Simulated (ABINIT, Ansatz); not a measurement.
# Converging GW for SiC (F-43m) in ABINIT

What does each rung of G0W0 on SiC (F-43m) cost, and what does it buy?

Program: ABINIT 10.8.3. Level of theory: PBE and many-body steps on it, plane waves. Results are calculated unless marked as measured.

### Step 1. The starting structure

The structure is cubic, space group F-43m (No. 216). The conventional cell has a = 4.358 Å, b = 4.358 Å, c = 4.358 Å, α = 90.00°, β = 90.00°, γ = 90.00°. Nearest to Si lie 4 C at 1.89 Å. Nearest to C lie 4 Si at 1.89 Å. Farther neighbours are not listed.

The cell and positions come from the Crystallography Open Database and are kept as given unless a step says otherwise.

### Step 2. Empty states on the mesh, 8×8×8 mesh, 387 bands

This step: ABINIT 10.8.3; DFT, PBE, plane waves, norm-conserving pseudopotentials.

The sums over transitions need many empty states on a uniform mesh; this step solves for them.

run.abi reads:

```
acell 3*1.0 Angstrom
rprim 
  -0.000000000000 2.179000000000 2.179000000000
  2.179000000000 0.000000000000 2.179000000000
  2.179000000000 2.179000000000 -0.000000000000
ntypat 2
znucl 14 6
natom 2
typat 1 2
xred 
  0.000000000000 0.000000000000 0.000000000000
  0.250000000000 0.250000000000 0.250000000000
pp_dirpath "pseudos"
pseudos "Si.upf, C.upf"
ecut 37
ngkpt 8 8 8
nshiftk 1
shiftk 0 0 0
kptopt 1
chksymbreak 0
irdden 1
istwfk *1
nband 387
prtvol 0
optdriver 6
gwr_task "HDIAGO"
paral_kgb 0
occopt 1
indata_prefix "in"
outdata_prefix "out"
tmpdata_prefix "tmp"
```

Launch:

```console
> OMP_NUM_THREADS=1 mpirun -n 8 abinit run.abi > log
```

The program printed:

```text
.Version 10.8.3 of ABINIT. v10.8.2 released Aug 2026.

 Symmetries : space group F-4 3 m (#216); Bravais cF (face-center cubic)
[... echo of the input left out ...]
== DATASET  1 ==================================================================
-   mpi_nproc: 8, omp_nthreads: 1 (-1 if OMP is not activated)

--- !DatasetInfo
iteration_state: {dtset: 1, }
dimensions: {natom: 2, nkpt: 29, mband: 387, nsppol: 1, nspinor: 1, nspden: 1, mpw: 1524, }
cutoff_energies: {ecut:  37.0, pawecutdg:  -1.0, }
[...]
Indirect band gap semiconductor
 Fundamental gap:     1.361 (eV)
   VBM:     6.835 (eV) at k: [ 0.0000E+00,  0.0000E+00,  0.0000E+00]
   CBM:     8.196 (eV) at k: [ 5.0000E-01,  5.0000E-01,  0.0000E+00]
 Direct gap:         4.553 (eV) at k: [ 5.0000E-01,  5.0000E-01,  0.0000E+00]

== END DATASET(S) ==============================================================
================================================================================

 -outvars: echo values of variables after computation  --------
           etotal      0.0000000000E+00
            nband         387
             nkpt          29
          spgroup         216
 [... the other variables as echoed above ...]

 Calculation completed.
```

Elapsed: 13 s, on 8 MPI ranks of Intel Xeon at 2.80GHz (Skylake/Cascade Lake), shared host; peak memory 1.4 GiB; 1.8 min of CPU time.

Numbers from this step:

| Property | Result |
| --- | --- |
| gap | 1.361 eV |
| k of the valence top | 0, 0, 0 |
| k of the conduction bottom | 0.5, 0.5, 0 |
| least direct gap | 4.553 eV |
| k points computed | 29 |
| lowest point of the top converged band, above the valence top | 377.4434 eV |

On this mesh the gap is 1.361 eV.

The density comes from a self-consistent run that is not shown.

### Step 3. Screening, 8×8×8 mesh, 50 bands, screening to 152.4 eV

The RPA dielectric matrix is built and inverted for each q.

This step: RPA screening on PBE, plane waves, norm-conserving pseudopotentials.

run.abi, as its differences from that of step 2:

```diff
@@ -20,10 +20,11 @@
 chksymbreak 0
-irdden 1
 istwfk *1
-nband 387
-prtvol 0
-optdriver 6
-gwr_task "HDIAGO"
-paral_kgb 0
 occopt 1
+irdwfk 1
+optdriver 3
+nband 50
+ecuteps 5.6
+inclvkb 2
+awtr 1
+symchi 1
 indata_prefix "in"
```

The program printed:

```text
.Version 10.8.3 of ABINIT. v10.8.2 released Aug 2026.

 Symmetries : space group F-4 3 m (#216); Bravais cF (face-center cubic)
[... echo of the input left out ...]
== DATASET  1 ==================================================================
-   mpi_nproc: 8, omp_nthreads: 1 (-1 if OMP is not activated)

--- !DatasetInfo
iteration_state: {dtset: 1, }
dimensions: {natom: 2, nkpt: 29, mband: 50, nsppol: 1, nspinor: 1, nspden: 1, mpw: 1524, }
cutoff_energies: {ecut:  37.0, pawecutdg:  -1.0, }
electrons: {nelect:   8.00000000E+00, charge:   0.00000000E+00, occopt:   1.00000000E+00, tsmear:   1.00000000E-02, }

 SCREENING: Calculation of the susceptibility and dielectric matrices

 Based on a program developped by R.W. Godby, V. Olevano, G. Onida, and L. Reining.
 Incorporated in ABINIT by V. Olevano, G.-M. Rignanese, and M. Torrent.
.Using double precision arithmetic ; gwpc =  8

[... cell and pseudopotentials left out ...]
--------------------------------------------------------------------------------

 ==== K-mesh for the wavefunctions ====
 Number of points in the irreducible wedge :    29
[... list of points left out ...]
 Together with 24 symmetry operations and time-reversal symmetry
 yields   512 points in the full Brillouin Zone.

 ==== Q-mesh for the screening function ====
 Number of points in the irreducible wedge :    29
[... list of points left out ...]
 Together with 24 symmetry operations and time-reversal symmetry
 yields   512 points in the full Brillouin Zone.

 setmesh: FFT mesh size selected  =    24x   24x   24
          total number of points  =        13824

 vcoul_init : cutoff-mode = AUXILIARY_FUNCTION
 q-points for optical limit:   1
     1)      0.000010    0.000020    0.000030

- screening: taking advantage of time-reversal symmetry
- Maximum band index for partially occupied states nbvw = 4
- Remaining bands to be divided among processors   nbcw = 46
- Number of bands treated by each node ~5

 Number of electrons calculated from density =    8.0000; Expected =    8.0000
 average of density, n =  0.057292
 r_s =    1.6092
 omega_plasma =   23.0888 [eV]

 calculating chi0 at frequencies [eV] :
  1    0.000000E+00    0.000000E+00
  2    0.000000E+00    2.308880E+01

--------------------------------------------------------------------------------
  q-point number  1        q = ( 0.000000, 0.000000, 0.000000) [r.l.u.]
--------------------------------------------------------------------------------
[... chi0 elements left out ...]
 For q-point:  0.000010 0.000020 0.000030
  dielectric constant =   6.6731
  dielectric constant without local fields =   7.3093

  Average fulfillment of the sum rule on Im[epsilon] for q-point    1 :     79.63  [%]
[... wings left out ...]
  q-point number  2        q = ( 0.125000, 0.000000, 0.000000) [r.l.u.]
--------------------------------------------------------------------------------
[... chi0 elements left out ...]
  Average fulfillment of the sum rule on Im[epsilon] for q-point    2 :     92.98  [%]

 [... 27 further q-points ...]
```

Wall time 62 s (8 MPI ranks); peak memory 1.4 GiB.

This step gave:

```
ε∞ with local fields, on this mesh, along the program's q direction : 6.673
the same without local fields                                       : 7.309
plasma frequency                                                    : 23.09 eV
plane waves in the screening matrix                                 : 89
```

Local fields lower ε∞ by 9 %.

### Step 4. 50 bands, 152.4 eV

The self-energy is evaluated for the states that the input lists, and the levels follow from it, in one-shot runs by the linearised quasiparticle equation.

This step: G0W0 on PBE, plane waves, norm-conserving pseudopotentials.

run.abi, as its differences from that of step 3:

```diff
@@ -23,8 +23,17 @@
 irdwfk 1
-optdriver 3
+optdriver 4
 nband 50
+gwcalctyp 0
+ecutsigx 37
+symsigma 1
+nkptgw 2
+kptgw 
+  0.0000000000 0.0000000000 0.0000000000
+  0.5000000000 0.5000000000 0.0000000000
+bdgw 
+  2 8
+  3 6
 ecuteps 5.6
-inclvkb 2
-awtr 1
-symchi 1
+irdscr 1
+ppmodel 1
 indata_prefix "in"
```

The program printed:

```text
.Version 10.8.3 of ABINIT. v10.8.2 released Aug 2026.

 Symmetries : space group F-4 3 m (#216); Bravais cF (face-center cubic)
[... echo of the input left out ...]
== DATASET  1 ==================================================================
-   mpi_nproc: 8, omp_nthreads: 1 (-1 if OMP is not activated)

--- !DatasetInfo
iteration_state: {dtset: 1, }
dimensions: {natom: 2, nkpt: 29, mband: 50, nsppol: 1, nspinor: 1, nspden: 1, mpw: 1524, }
cutoff_energies: {ecut:  37.0, pawecutdg:  -1.0, }
electrons: {nelect:   8.00000000E+00, charge:   0.00000000E+00, occopt:   1.00000000E+00, tsmear:   1.00000000E-02, }

 SIGMA: Calculation of the GW corrections

 Based on a program developped by R.W. Godby, V. Olevano, G. Onida, and L. Reining.
 Incorporated in ABINIT by V. Olevano, G.-M. Rignanese, and M. Torrent.
.Using double precision arithmetic ; gwpc =  8

[... cell and pseudopotentials left out ...]
--------------------------------------------------------------------------------

 ==== K-mesh for the wavefunctions ====
 Number of points in the irreducible wedge :    29
[... list of points left out ...]
 Together with 24 symmetry operations and time-reversal symmetry
 yields   512 points in the full Brillouin Zone.

 ==== Q-mesh for screening function ====
 Number of points in the irreducible wedge :    29
[... list of points left out ...]
 Together with 24 symmetry operations and time-reversal symmetry
 yields   512 points in the full Brillouin Zone.

 vcoul_init : cutoff-mode = AUXILIARY_FUNCTION
 q-points for optical limit:   1
     1)      0.000010    0.000020    0.000030
 setmesh: FFT mesh size selected  =    32x   32x   32
          total number of points  =        32768

 Number of electrons calculated from density =    8.0000; Expected =    8.0000
 average of density, n =  0.057292
 r_s =    1.6092
 omega_plasma =   23.0888 [eV]

 === KS Band Gaps ===
  >>>> For spin  1
   Minimum direct gap =   4.5530 [eV], located at k-point      :   0.5000  0.5000  0.0000
   Fundamental gap    =   1.3613 [eV], Top of valence bands at :   0.0000  0.0000  0.0000
                                       Bottom of conduction at :   0.5000  0.5000  0.0000
 SIGMA fundamental parameters:
 PLASMON POLE MODEL  1
 number of plane-waves for SigmaX                 1459
 number of plane-waves for SigmaC and W             89
 number of plane-waves for wavefunctions          1459
 number of bands                                    50
 number of independent spin polarizations            1
 number of spinorial components                      1
 number of k-points in IBZ                          29
 number of q-points in IBZ                          29
 number of symmetry operations                      24
 number of k-points in BZ                          512
 number of q-points in BZ                          512
 number of frequencies for dSigma/dE                 9
 frequency step for dSigma/dE [eV]                0.25
 number of omega for Sigma on real axis              0
 max omega for Sigma on real axis  [eV]           0.00
 zcut for avoiding poles [eV]                     0.10

 EPSILON^-1 parameters (SCR file):
 dimension of the eps^-1 matrix on file             89
 dimension of the eps^-1 matrix used                89
 number of plane-waves for wavefunctions          1459
 number of bands                                    50
 number of q-points in IBZ                          29
 number of frequencies                               2
 number of real frequencies                          1
 number of imag frequencies                          1

 matrix elements of self-energy operator (all in [eV])

 Perturbative Calculation

--- !SelfEnergy_ee
iteration_state: {dtset: 1, }
kpoint     : [   0.000,    0.000,    0.000, ]
spin       : 1
KS_gap     :    6.223
QP_gap     :    7.127
Delta_QP_KS:    0.903
data: !SigmaeeData |
     Band     E0 <VxcDFT>   SigX SigC(E0)      Z dSigC/dE  Sig(E)    E-E0       E
        2   6.835 -14.927 -17.547   2.163   0.794  -0.259 -15.290  -0.363   6.472
        3   6.835 -14.927 -17.547   2.163   0.794  -0.259 -15.290  -0.363   6.472
        4   6.835 -14.927 -17.547   2.163   0.794  -0.259 -15.290  -0.363   6.472
        5  13.058 -13.214  -7.586  -4.947   0.792  -0.262 -12.674   0.540  13.598
        6  14.146 -11.329  -5.851  -4.914   0.807  -0.240 -10.874   0.455  14.601
        7  14.146 -11.329  -5.851  -4.914   0.807  -0.240 -10.874   0.455  14.601
        8  14.146 -11.329  -5.851  -4.914   0.807  -0.240 -10.874   0.455  14.601

--- !SelfEnergy_ee
iteration_state: {dtset: 1, }
kpoint     : [   0.500,    0.500,    0.000, ]
spin       : 1
KS_gap     :    4.553
QP_gap     :    5.533
Delta_QP_KS:    0.980
data: !SigmaeeData |
     Band     E0 <VxcDFT>   SigX SigC(E0)      Z dSigC/dE  Sig(E)    E-E0       E
        3   3.643 -13.566 -17.410   2.924   0.784  -0.275 -14.287  -0.721   2.923
        4   3.643 -13.566 -17.410   2.924   0.784  -0.275 -14.287  -0.721   2.923
        5   8.196 -10.510  -6.435  -3.758   0.821  -0.218 -10.250   0.259   8.456
        6  11.168 -10.772  -5.999  -4.234   0.823  -0.214 -10.328   0.444  11.613

== END DATASET(S) ==============================================================
================================================================================

 -outvars: echo values of variables after computation  --------
           etotal      0.0000000000E+00
            nband          50
             nkpt          29
          spgroup         216
 [... the other variables as echoed above ...]

 Calculation completed.
```

Elapsed: 5.9 s, on 8 MPI ranks; peak memory 1.3 GiB; 46 s of CPU time.

Numbers from this step:

| Item | Value |
| --- | --- |
| G0W0 gap on the points computed | 1.984 eV |
| starting gap on the mesh | 1.361 eV |
| k of the valence top | 0, 0, 0 |
| k of the conduction bottom | 0.5, 0.5, 0 |
| Z at the valence top | 0.794 |
| Z at the conduction bottom | 0.821 |
| least direct G0W0 gap on the computed points | 5.533 eV |

The gap on the mesh goes from 1.36 eV to 1.98 eV, a correction of +0.62 eV.

### Step 5. Screening, 8×8×8 mesh, 157 bands, screening to 283 eV

This step: RPA screening on PBE, plane waves, norm-conserving pseudopotentials.

run.abi, as its differences from that of step 4:

```diff
@@ -23,17 +23,8 @@
 irdwfk 1
-optdriver 4
-nband 50
-gwcalctyp 0
-ecutsigx 37
-symsigma 1
-nkptgw 2
-kptgw 
-  0.0000000000 0.0000000000 0.0000000000
-  0.5000000000 0.5000000000 0.0000000000
-bdgw 
-  2 8
-  3 6
-ecuteps 5.6
-irdscr 1
-ppmodel 1
+optdriver 3
+nband 157
+ecuteps 10.4
+inclvkb 2
+awtr 1
+symchi 1
 indata_prefix "in"
```

The program printed:

```text
.Version 10.8.3 of ABINIT. v10.8.2 released Aug 2026.

 Symmetries : space group F-4 3 m (#216); Bravais cF (face-center cubic)
[... echo of the input left out ...]
== DATASET  1 ==================================================================
-   mpi_nproc: 8, omp_nthreads: 1 (-1 if OMP is not activated)

--- !DatasetInfo
iteration_state: {dtset: 1, }
dimensions: {natom: 2, nkpt: 29, mband: 157, nsppol: 1, nspinor: 1, nspden: 1, mpw: 1524, }
cutoff_energies: {ecut:  37.0, pawecutdg:  -1.0, }
electrons: {nelect:   8.00000000E+00, charge:   0.00000000E+00, occopt:   1.00000000E+00, tsmear:   1.00000000E-02, }

 SCREENING: Calculation of the susceptibility and dielectric matrices

 Based on a program developped by R.W. Godby, V. Olevano, G. Onida, and L. Reining.
 Incorporated in ABINIT by V. Olevano, G.-M. Rignanese, and M. Torrent.
.Using double precision arithmetic ; gwpc =  8

[... cell and pseudopotentials left out ...]
--------------------------------------------------------------------------------

 ==== K-mesh for the wavefunctions ====
 Number of points in the irreducible wedge :    29
[... list of points left out ...]
 Together with 24 symmetry operations and time-reversal symmetry
 yields   512 points in the full Brillouin Zone.

 ==== Q-mesh for the screening function ====
 Number of points in the irreducible wedge :    29
[... list of points left out ...]
 Together with 24 symmetry operations and time-reversal symmetry
 yields   512 points in the full Brillouin Zone.

 setmesh: FFT mesh size selected  =    25x   25x   25
          total number of points  =        15625

 vcoul_init : cutoff-mode = AUXILIARY_FUNCTION
 q-points for optical limit:   1
     1)      0.000010    0.000020    0.000030

- screening: taking advantage of time-reversal symmetry
- Maximum band index for partially occupied states nbvw = 4
- Remaining bands to be divided among processors   nbcw = 153
- Number of bands treated by each node ~19

 Number of electrons calculated from density =    8.0000; Expected =    8.0000
 average of density, n =  0.057292
 r_s =    1.6092
 omega_plasma =   23.0888 [eV]

 calculating chi0 at frequencies [eV] :
  1    0.000000E+00    0.000000E+00
  2    0.000000E+00    2.308880E+01

--------------------------------------------------------------------------------
  q-point number  1        q = ( 0.000000, 0.000000, 0.000000) [r.l.u.]
--------------------------------------------------------------------------------
[... chi0 elements left out ...]
 For q-point:  0.000010 0.000020 0.000030
  dielectric constant =   6.6712
  dielectric constant without local fields =   7.3105

  Average fulfillment of the sum rule on Im[epsilon] for q-point    1 :     95.08  [%]
[... wings left out ...]
  q-point number  2        q = ( 0.125000, 0.000000, 0.000000) [r.l.u.]
--------------------------------------------------------------------------------
[... chi0 elements left out ...]
  Average fulfillment of the sum rule on Im[epsilon] for q-point    2 :     97.51  [%]

 [... 27 further q-points ...]
```

It took 2.9 min on 8 MPI ranks; peak memory 2.6 GiB; 23 min of CPU time.

This step gave:

```
ε∞ with local fields, on this mesh, along the program's q direction : 6.671
the same without local fields                                       : 7.311
plasma frequency                                                    : 23.09 eV
plane waves in the screening matrix                                 : 229
```

(Continued in part 2 of 2.)

[Paths, hosts, dates, memory and timing lines, banners, echoed tables and standing remarks are left out of the program output.]

[Logs are printed without paths, hosts, clocks, repeated set-up lines and the standing remarks that a program may print on its own settings, such as how far it seeks lower states.]

[Runs of the session that timed out or met a known fault of the program may be left out.]

[No measured gap is set beside runs whose start may be inverted or whose files or cutoffs have a known fault.]

[Hosts, paths, dates, database ids (printed as entryN), source tags and the programs' standing remarks are cut or masked in the printed files.]

[G0W0 gaps are taken among the corrected bands and points alone; a level outside them can change the order at an edge.]

[Where Ansatz stands beside ABINIT at settings called matched, ABINIT's density can come from a denser mesh and the files from another edition; pairs whose starting gaps differed by over 0.03 eV were left out, so agreement reads better than it is.]
